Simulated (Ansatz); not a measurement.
# K on W(110): change of the work function, part 2 of 2

How does one ordered layer of K (hollow site) change the work function of W(110), and what dipole does each adsorbate carry?

Ansatz 0.2.0; plane-wave DFT, PBE, Ansatz PAW.

So far, work function, upper face (eV): step 2 (the clean slab) 4.84.

### 3. Adsorbate added

System of this step: KW16 (K/W(110)). The cell holds 17 atoms: 16 W and 1 K. Its edges and angles: a = 5.473 Å, b = 5.473 Å, c = 28.138 Å, α = 90.0°, β = 90.0°, γ = 70.5°. Vacuum lies along c.

The clean slab as it ended is repeated in the plane and the adsorbate is set on one face; the cell's size fixes the coverage, and the k-mesh shrinks with it to keep the sampling density about even. Adsorbate and upper layers relax, since the dipole depends on the height.

Contents of input.yaml:

```yaml
crystal:
  lattice:
    - [4.468914857, -3.16, 0.0]
    - [4.468914857, 3.16, 0.0]
    - [0.0, 0.0, 28.1377360034]
  atoms:
    - { symbol: W, position: [0.0, 0.0, 0.3198551582] }
    - { symbol: W, position: [0.25, 0.25, 0.3992665731] }
    - { symbol: W, position: [0.0, 0.0, 0.4800241459] }
    - { symbol: W, position: [0.25, 0.25, 0.5579326488] }
    - { symbol: W, position: [0.0, 0.5, 0.3198551582] }
    - { symbol: W, position: [0.25, 0.75, 0.3992665731] }
    - { symbol: W, position: [0.0, 0.5, 0.4800241459] }
    - { symbol: W, position: [0.25, 0.75, 0.5579326488] }
    - { symbol: W, position: [0.5, 0.0, 0.3198551582] }
    - { symbol: W, position: [0.75, 0.25, 0.3992665731] }
    - { symbol: W, position: [0.5, 0.0, 0.4800241459] }
    - { symbol: W, position: [0.75, 0.25, 0.5579326488] }
    - { symbol: W, position: [0.5, 0.5, 0.3198551582] }
    - { symbol: W, position: [0.75, 0.75, 0.3992665731] }
    - { symbol: W, position: [0.5, 0.5, 0.4800241459] }
    - { symbol: W, position: [0.75, 0.75, 0.5579326488] }
    - { symbol: K, position: [0.42, 0.42, 0.6801448418] }
kpoints:
  mp_grid: { grid: [6, 6, 1] }
hamiltonian:
  xc: pbe
scf:
  occupations: { method: fermi_dirac, width: 0.1 }
  convergence: { dr2_threshold: 1.0e-08 }
efield:
  axis: 3
  dipole_correction: true
  ramp_position: 0.97
  ramp_width: 0.06
relax:
  f_tol: 0.02
  max_steps: 60
  constraints: [{ sites: [0, 1, 4, 5, 8, 9, 12, 13] }]
output:
  dos: { projected: true, e_range: [-8, 4] }
  write_potential: true
  write_density: true
  volumetric_format: npy
  elf: true
```

Command:

```sh
$ ansatz run input.yaml --threads 4 --pin off --max-ram 6144MiB --backend cpu --events-out ev --progress --plain --runs-dir out
```

The program printed:

```text
[...]
Crystal: 17 atoms, lattice volume = 794.709 Å³
Basis set: ecut = 420 eV, 15543 PW (Γ), exchange–correlation on 80×80×384 points (8 copies of the dense FFT grid, shifted against one another)
Bands: 140, of which v1, the nominal top of the filled ones, is band 117 counted from 1 (116 counted from 0)
Symmetry: 2 space group operations
[...]
k-points: 13 of 36 (time reversal used)
[...]
SCF iter   1: F=—  HF=-167685.491191 eV  |F-HF|=—  |Δ(HF+E_count)|=         —  Δρ=1.17e-2  dr2=4.71e1  ethr=1.77e-3  p=0.716 e·Å  D=1.63e-1 V/Å  ΔV_dip=-4.59 eV  dr2_dipole=3.97e1  V_vac-E_F(+/−)=0.81/5.39 eV  ⟨swp⟩=10.4  Hψ=9555  notcnv=0
[...]
SCF iter  12: F=-167684.518853 eV  HF=-167684.518853 eV  |F-HF|=5.82e-11  |Δ(HF+E_count)|=   3.67e-9  Δρ=3.01e-7  dr2=2.73e-9  ethr=4.29e-12  p=0.465 e·Å  D=1.06e-1 V/Å  ΔV_dip=-2.98 eV  dr2_dipole=1.03e-9  V_vac-E_F(+/−)=1.93/4.91 eV  ⟨swp⟩=13.1  Hψ=13680  notcnv=0
SCF 1 converged in 12 iterations: F = -167684.518853 eV  dr2 = 2.73e-9
[...]
relax step   1: F+E_penalty+E_count = -167684.51885307 eV  Δ(F+E_penalty+E_count) = +0.000e0 eV  max|allowed force component| = 4.377e-1 eV/Å  Δτ_max = 0.0000 Å  (12 SCF iters, accepted)
[...]
SCF iter  10: F=-167684.533602 eV  HF=-167684.533602 eV  |F-HF|=2.18e-9  |Δ(HF+E_count)|=   9.60e-9  Δρ=5.25e-7  dr2=6.92e-9  ethr=4.29e-12  p=0.477 e·Å  D=1.09e-1 V/Å  ΔV_dip=-3.06 eV  dr2_dipole=3.50e-10  V_vac-E_F(+/−)=1.85/4.90 eV  ⟨swp⟩=12.7  Hψ=13940  notcnv=0
SCF 2 converged in 10 iterations: F = -167684.533602 eV  dr2 = 6.92e-9
[...]
relax step   2: F+E_penalty+E_count = -167684.53360182 eV  Δ(F+E_penalty+E_count) = -1.475e-2 eV  max|allowed force component| = 4.593e-1 eV/Å  Δτ_max = 0.0742 Å  (10 SCF iters, accepted)
SCF iter   1: F=—  HF=-167684.614604 eV  |F-HF|=—  |Δ(HF+E_count)|=         —  Δρ=1.84e-3  dr2=2.20e-1  ethr=1.15e-3  p=0.477 e·Å  D=1.09e-1 V/Å  ΔV_dip=-3.06 eV  dr2_dipole=1.40e-2  V_vac-E_F(+/−)=1.86/4.92 eV  ⟨swp⟩=4.4  Hψ=3617  notcnv=0
[...]
SCF iter  10: F=-167684.605465 eV  HF=-167684.605465 eV  |F-HF|=1.48e-9  |Δ(HF+E_count)|=   5.56e-9  Δρ=4.84e-7  dr2=4.94e-9  ethr=4.29e-12  p=0.504 e·Å  D=1.15e-1 V/Å  ΔV_dip=-3.23 eV  dr2_dipole=7.46e-10  V_vac-E_F(+/−)=1.68/4.90 eV  ⟨swp⟩=9.2  Hψ=14333  notcnv=0
SCF 3 converged in 10 iterations: F = -167684.605465 eV  dr2 = 4.94e-9
relax step   3: F+E_penalty+E_count = -167684.60546521 eV  Δ(F+E_penalty+E_count) = -7.186e-2 eV  max|allowed force component| = 1.348e-1 eV/Å  Δτ_max = 0.1949 Å  (10 SCF iters, accepted)
[...]
relax step   4: F+E_penalty+E_count = -167684.61005114 eV  Δ(F+E_penalty+E_count) = -4.586e-3 eV  max|allowed force component| = 5.122e-2 eV/Å  Δτ_max = 0.0918 Å  (9 SCF iters, accepted)
[...]
relax step   5: F+E_penalty+E_count = -167684.61354645 eV  Δ(F+E_penalty+E_count) = -3.495e-3 eV  max|allowed force component| = 2.906e-2 eV/Å  Δτ_max = 0.1026 Å  (9 SCF iters, accepted)
[...]
relax step   6: F+E_penalty+E_count = -167684.61823958 eV  Δ(F+E_penalty+E_count) = -4.693e-3 eV  max|allowed force component| = 1.897e-2 eV/Å  Δτ_max = 0.2000 Å  (8 SCF iters, accepted)
[...]
relax step   7: F+E_penalty+E_count = -167684.62122540 eV  Δ(F+E_penalty+E_count) = -2.986e-3 eV  max|allowed force component| = 1.066e-2 eV/Å  Δτ_max = 0.1964 Å  (8 SCF iters, accepted)
[...]
relax step   8: F+E_penalty+E_count = -167684.62214338 eV  Δ(F+E_penalty+E_count) = -9.180e-4 eV  max|allowed force component| = 1.558e-2 eV/Å  Δτ_max = 0.1950 Å  (8 SCF iters, accepted)
[...]
relax step   9: F+E_penalty+E_count = -167684.62159315 eV  Δ(F+E_penalty+E_count) = +5.502e-4 eV  max|allowed force component| = 3.923e-2 eV/Å  Δτ_max = 0.0703 Å  (7 SCF iters, rejected (line search))
SCF iter   1: F=—  HF=-167684.621548 eV  |F-HF|=—  |Δ(HF+E_count)|=         —  Δρ=5.68e-4  dr2=2.25e-3  ethr=1.13e-5  p=0.514 e·Å  D=1.17e-1 V/Å  ΔV_dip=-3.29 eV  dr2_dipole=5.02e-4  V_vac-E_F(+/−)=1.61/4.90 eV  ⟨swp⟩=4.4  Hψ=3890  notcnv=0
[...]
SCF iter   8: F=-167684.622302 eV  HF=-167684.622302 eV  |F-HF|=2.91e-11  |Δ(HF+E_count)|=  5.82e-11  Δρ=2.78e-7  dr2=1.53e-9  ethr=4.29e-12  p=0.514 e·Å  D=1.17e-1 V/Å  ΔV_dip=-3.29 eV  dr2_dipole=2.52e-14  V_vac-E_F(+/−)=1.61/4.90 eV  ⟨swp⟩=9.2  Hψ=13505  notcnv=0
SCF 10 converged in 8 iterations: F = -167684.622302 eV  dr2 = 1.53e-9
relax step  10: F+E_penalty+E_count = -167684.62230201 eV  Δ(F+E_penalty+E_count) = -1.586e-4 eV  max|allowed force component| = 6.424e-3 eV/Å  Δτ_max = 0.0078 Å  (8 SCF iters, accepted)
NSCF: frozen V_eff on 13 k-points
[...]
SCF converged after 8 iterations
Free energy (F): -167684.622302 eV
[...]
Internal energy: -167684.201770 eV  (E = F + TS)
E sigma→0 (E₀):  -167684.412036 eV
Entropy (-TS):   -0.420532 eV (-24.737 meV/atom)
Fermi energy:    5.478903 eV
Dipole field:    D = 0.116972 V/Å  (p = 0.513720 e·Å, saw-weighted, corrected)
Work function:   Φ+ = 1.6111 eV   Φ− = 4.9025 eV
[...]
--- Forces (eV/Å), atoms counted from 1 ---
  atom   1  W      0.00008391     0.00000000     0.36505756
  atom   2  W      0.00136529     0.00000000    -0.34629503
  atom   3  W      0.00341282     0.00000000     0.00030906
  atom   4  W     -0.00410648     0.00000000    -0.00054003
  atom   5  W      0.00012855    -0.00006167     0.36103081
  atom   6  W     -0.00023330    -0.01964188    -0.37628808
  atom   7  W      0.00537165    -0.00268860    -0.00272278
  atom   8  W     -0.00432058    -0.00119497    -0.00066204
  atom   9  W      0.00012855     0.00006167     0.36103081
  atom  10  W     -0.00023330     0.01964188    -0.37628808
  atom  11  W      0.00537165     0.00268860    -0.00272278
  atom  12  W     -0.00432058     0.00119497    -0.00066204
  atom  13  W      0.00017898     0.00000000     0.36682586
  atom  14  W     -0.00174541     0.00000000    -0.34632319
  atom  15  W      0.00511283     0.00000000    -0.00211324
  atom  16  W     -0.00642404     0.00000000     0.00452856
  atom  17  K      0.00022958     0.00000000    -0.00418568
  max |Σ_I F_I| component: 2.03e-5 eV/Å
--- Band table (eV; the first three rows and the last of 13) ---
  k-point 0: bands = [... 113 lower, 6.0363, 6.0404, 6.0557, 6.1689, 6.1908, 6.3391, 6.5359, 6.6118, ... 19 higher]
  k-point 1: bands = [... 113 lower, 5.4948, 5.6708, 5.7514, 5.8277, 5.9448, 6.5199, 6.5927, 6.6707, ... 19 higher]
  k-point 2: bands = [... 113 lower, 4.9802, 5.0517, 5.4091, 5.4415, 5.7046, 5.9316, 6.0918, 6.1731, ... 19 higher]
  k-point 12: bands = [... 113 lower, 4.6973, 4.7107, 4.7764, 4.9291, 4.9414, 5.0867, 5.1059, 5.5480, ... 19 higher]
--- Relaxed structure (10 steps of the walk, 9 accepted, 0 SCFs on fresh bases) ---
  F+E_penalty+E_count = -167684.62230201 eV   max|allowed force component| = 6.424e-3 eV/Å
  atoms:
    - { symbol: W, position: [0.0, 0.0, 0.3198551582] }
    - { symbol: W, position: [0.250000, 0.250000, 0.3992665731] }
    - { symbol: W, position: [1.812052e-5, 1.812052e-5, 0.479704] }
    - { symbol: W, position: [0.250846, 0.250846, 0.558704] }
    - { symbol: W, position: [0.0, 0.500000, 0.3198551582] }
    - { symbol: W, position: [0.250000, 0.750000, 0.3992665731] }
    - { symbol: W, position: [-1.708937e-5, 0.500019, 0.479836] }
    - { symbol: W, position: [0.248215, 0.752125, 0.557842] }
    - { symbol: W, position: [0.500000, 0.0, 0.3198551582] }
    - { symbol: W, position: [0.750000, 0.250000, 0.3992665731] }
    - { symbol: W, position: [0.500019, -1.708937e-5, 0.479836] }
    - { symbol: W, position: [0.752125, 0.248215, 0.557842] }
    - { symbol: W, position: [0.500000, 0.500000, 0.3198551582] }
    - { symbol: W, position: [0.750000, 0.750000, 0.3992665731] }
    - { symbol: W, position: [0.499991, 0.499991, 0.479845] }
    - { symbol: W, position: [0.749511, 0.749511, 0.558688] }
    - { symbol: K, position: [0.500054, 0.500054, 0.667973] }
```

Run time: 8 min. Hardware: 4 threads of Arm Neoverse V1, shared host; peak memory 3.1 GiB; 31 min of CPU time.

The steps of the relaxation:

| step | energy less that of the first step (eV) | largest force component (eV/Å) |
| --- | --- | --- |
| 1 | 0.0000 | 0.4377 |
| 2 | -0.0147 | 0.4593 |
| 3 | -0.0866 | 0.1348 |
| 4 | -0.0912 | 0.0512 |
| 5 | -0.0947 | 0.0291 |
| 6 | -0.0994 | 0.0190 |
| 7 | -0.1024 | 0.0107 |
| 8 | -0.1033 | 0.0156 |
| 9 | -0.1027 | 0.0392 |
| 10 | -0.1034 | 0.0064 |

Relaxation step 9 was tried and not accepted.

Forces are held to the 2 operations that the program found; a distortion that breaks them can't arise in this run.

The atoms that moved most (Å):

| atom | dx | dy | dz | length |
| --- | --- | --- | --- | --- |
| K17 | 0.716 | 0.000 | -0.342 | 0.793 |
| W4 | 0.008 | 0.000 | 0.022 | 0.023 |
| W16 | -0.004 | 0.000 | 0.021 | 0.022 |
| W8 | 0.002 | 0.012 | -0.003 | 0.013 |
| W12 | 0.002 | -0.012 | -0.003 | 0.013 |
| W3 | 0.000 | 0.000 | -0.009 | 0.009 |
| W7 | 0.000 | 0.000 | -0.005 | 0.005 |
| W11 | 0.000 | 0.000 | -0.005 | 0.005 |

Final coordinates:

```xyz
17
Lattice="4.4689 -3.1600 0.0000 4.4689 3.1600 0.0000 0.0000 0.0000 28.1377" Properties=species:S:1:pos:R:3
W     0.0000    0.0000    9.0000
W     2.2345    0.0000   11.2345
W     0.0002    0.0000   13.4978
W     2.2420    0.0000   15.7207
W     2.2345    1.5800    9.0000
W     4.4689    1.5800   11.2345
W     2.2345    1.5801   13.5015
W     4.4704    1.5924   15.6964
W     2.2345   -1.5800    9.0000
W     4.4689   -1.5800   11.2345
W     2.2345   -1.5801   13.5015
W     4.4704   -1.5924   15.6964
W     4.4689    0.0000    9.0000
W     6.7034    0.0000   11.2345
W     4.4688    0.0000   13.5018
W     6.6990    0.0000   15.7202
K     4.4694    0.0000   18.7953
```

Numbers from this step:

| Item | Value |
| --- | --- |
| energy at zero smearing | -167684.4120 eV |
| work function, upper face | 1.611 eV |
| work function, lower face | 4.903 eV |
| dipole along the normal | 0.5137 e·Å |
| step between the vacuum levels | -3.291 eV |

Running mean over 2.234 Å of the planar mean; the ramp of the sawtooth is left out. Electron's electrostatic potential energy less the Fermi level against z:

z (Å), electron's electrostatic potential energy less the Fermi level (eV) and a bar from the least value:
```
        4        4.9 ##############################
        5        4.9 ##############################
        6        4.8 ##############################
        7        3.3 ###########################
        8       -5.7 ############
        9      -12.2 #
       10      -12.6 
       11      -12.7 
       12      -12.5 #
       13      -12.6 
       14      -12.8 
       15      -12.7 
       16      -11.5 ##
       17       -3.1 #################
       18        0.6 #######################
       19       -0.6 #####################
       20        0.2 ######################
       21        1.3 ########################
       22        1.5 ########################
       23        1.6 ########################
       24        1.6 ########################
       25        1.6 ########################
```

The density of states has structure finer than the step of the table below, so its rows give means over 0.25 eV. Peaks (eV: height): -3.130: 43.5, -2.950: 27.6, -2.740: 27.3, -2.590: 27.1, -2.290: 26.1, -2.020: 32.4, -1.470: 26.2.

Table of density of states by energy, zero at the Fermi level; means over each step:

| energy (eV) | density of states (states/eV a cell) |
| --- | --- |
| -7.75 | 0.946 |
| -7.50 | 1.88 |
| -7.25 | 1.98 |
| -7.00 | 2.27 |
| -6.75 | 2.15 |
| -6.50 | 1.69 |
| -6.25 | 4.38 |
| -6.00 | 5.55 |
| -5.75 | 11.2 |
| -5.50 | 8.32 |
| -5.25 | 11.0 |
| -5.00 | 11.5 |
| -4.75 | 14.0 |
| -4.50 | 20.2 |
| -4.25 | 12.9 |
| -4.00 | 12.6 |
| -3.75 | 8.34 |
| -3.50 | 8.61 |
| -3.25 | 21.8 |
| -3.00 | 23.9 |
| -2.75 | 22.3 |
| -2.50 | 20.5 |
| -2.25 | 19.7 |
| -2.00 | 23.0 |
| -1.75 | 21.9 |
| -1.50 | 22.6 |
| -1.25 | 14.4 |
| -1.00 | 14.3 |
| -0.75 | 10.7 |
| -0.50 | 13.6 |
| -0.25 | 9.94 |
| 0.00 | 13.5 |
| 0.25 | 13.3 |
| 0.50 | 15.2 |
| 0.75 | 14.4 |
| 1.00 | 18.2 |
| 1.25 | 20.0 |
| 1.50 | 20.8 |

Projected DOS per atom over height of the atomic layer and energy from the Fermi level. Layers: W4 W4 W4 W4 K from below.

Ten even steps from '0' (0.00 states/eV) to '9' (1.70 states/eV), each cell a mean:
```
67762
65563
53353
52253
42251
62251
72261
95591
86691
76680
78870
48840
33330
44440
47750
25520
24420
12210
01100
00000
00000
00000
```
Columns: height of the atomic layer (Å) from 9 to 18.8 (not evenly spaced); rows upwards: energy from the Fermi level (eV) from -7.96 to 1.75.

Electrostatic potential energy in the ca plane at fractional y = 0.500, with atoms of W and K within 0.2 Å of it. With pseudopotentials it is smooth inside the atoms' cores, unlike the true potential.

Ten even steps from '0' (-51 eV) to '9' (9 eV), each cell a mean:
```
02699999862000589999999999999999999999999999
25899889985214799999999999999999999999999999
78999889998767899889999999999999999999999999
89999889999888999889999999999999999999999999
68999889998667899889999998788999999999999999
25899889985213799999999985446899999999999999
02699999862000589999999962114799999999999999
01689999861000489999999862013799999999999999
03799999973002689999999974225899999999999999
57899889987446899999999987668899999999999999
88999889998888999889999999889999999999999999
88999889998888999889999999999999999999999999
47899889986446899989999999999999999999999999
03799999973002689999999999999999999999999999
01689999861000489999999999999999999999999999
```
Columns run along c (16.0 Å, from fractional 0.33 to 0.90 of the cell; values clipped at the 3rd and 97th percentile), rows up along a (5.5 Å). Atoms in or near the plane, at fractional coordinates: W at (0.48, 0.00), W at (0.48, 0.50), K at (0.67, 0.50).

ELF in the ca plane at fractional y = 0.500, with atoms of W and K within 0.2 Å of it. It is the smooth field of the valence electrons, not physical close to the nuclei.

Ten even steps from '0' (0.00) to '9' (0.87), each cell a mean:
```
66345445437547435444555432110011111100000000
74344334424775244444555421000000111100000000
33454344543343344445565310000000011110000000
34554444554434454445565201221000001110000000
33454344543343344445563015776200001111000000
74344334424775244444552159999620001111000000
66345445437547435444551289899830001111000000
47345445437327535444541289789830001111000000
75344334425777334444551179999720001111000000
53354334432553244444553037997410001111000000
33454444553333454445564102443100001110000000
33454444543333454445565200000000011110000000
53354334433553244444555420000000011100000000
75344334426777334434555432100001111100000000
47345445437317535444555432111111111100000000
```
Columns run along c (16.0 Å, from fractional 0.33 to 0.90 of the cell), rows up along a (5.5 Å). Atoms in or near the plane, at fractional coordinates: W at (0.48, 0.00), W at (0.48, 0.50), K at (0.67, 0.50).

Valence density in the ca plane at fractional y = 0.500, with atoms of W and K within 0.2 Å of it. It is the smooth field of the valence electrons, not physical close to the nuclei.

Ten steps, logarithmic in the rise over the least value, from '0' (0.0 e/Å³) to '9' (5.1 e/Å³), each cell a mean:
```
98544444458999744433321100000000000000000000
86444444446887544444321100000000000000000000
54444444444565444444321100000000000000000000
44444444444444444444322111211000000000000000
64444444444665444444322124543100000000000000
86444444446897544444322247876310000000000000
98544444458999744433322368997420000000000000
99644334469999744433322368998520000000000000
97544444457998644443322258887410000000000000
75444444445776444444322235664200000000000000
54444444444554444444322112332100000000000000
54444444444554444444322111100000000000000000
75444444445776444444321100000000000000000000
98544444458998644443321100000000000000000000
99644334469999744433321100000000000000000000
```
Columns run along c (16.0 Å, from fractional 0.33 to 0.90 of the cell), rows up along a (5.5 Å). Atoms in or near the plane, at fractional coordinates: W at (0.48, 0.00), W at (0.48, 0.50), K at (0.67, 0.50).

The relaxation took 10 steps and lowered the energy by 0.10 eV; the largest force on the free atoms ends at 0.0064 eV/Å.

By hand: a sheet of dipoles makes a step −p/(ε₀A) in the electron's potential. With e/ε₀ = 180.95 V·Å, p = 0.5137 e·Å and A = 28.24 Å², that is −180.95 × (0.5137) / 28.24 = -3.291 eV, and the two vacuum levels of the run differ by -3.291 eV.

The covered face has 1.61 eV, -3.23 eV against the clean one; the bare back face has moved by +0.00 eV, a measure of how thin the slab is.

### 4. Work function against coverage

This step: plane-wave DFT, PBE, Ansatz PAW; work function against coverage (Ansatz 0.2.0).

The runs are now put side by side.

This step gave:

| Item | Value |
| --- | --- |
| work function of the clean face | 4.845 eV |
| largest change of the work function | -3.234 eV |

The work function of the covered face by coverage:

| coverage (adsorbates/nm²) | work function of the covered face (eV) |
| --- | --- |
| 0.00 | 4.84 |
| 3.54 | 1.61 |

The dipole per adsorbate comes from the change of the cell's dipole. Coverage, by row:

| coverage (1/nm²) | coverage (ML) | work function (eV) | change (eV) | dipole per adsorbate, positive end outwards (debye) | mean height of the added atoms over the highest substrate atom (Å) |
| --- | --- | --- | --- | --- | --- |
| 3.541 | 0.25 | 1.611 | -3.234 | 2.427 | 3.075 |

### 5. Results

```yaml
work_function_of_the_clean_face: 4.84 eV
work_function_at_0p25_ml: 1.61 eV
dipole_per_adsorbate_at_0p25_ml_positive_end_outwards: 2.43 D
```

**Reading.** K lowers the work function of W(110) at the lowest coverage, by 3.23 eV: the adsorbate layer has its positive end outwards. One coverage alone was completed, so no trend follows. The slab has 4 layers, at the tabulated experimental lattice constant, one starting site was run, and quantum-size effects of a slab this thin can reach one or two tenths of an eV.

[Long decimals in the printed logs are rounded to 6 places.]

[Logs are printed without paths, hosts, clocks, repeated set-up lines and the standing remarks that a program may print on its own settings, such as how far it seeks lower states.]

[Hosts, paths, dates, database ids (printed as entryN), source tags and the programs' standing remarks are cut or masked in the printed files.]

[Maps of the electrostatic potential energy from Ansatz leave out the sawtooth potential of an applied field or a dipole correction, so their vacuum need not be flat; planar profiles and work functions include it.]

[The density of states shown here was stored with 400 of the rows of the run's finer table, so its peaks can read low, often by over a quarter, or be missed, and its means over a window can be off by a tenth or more.]
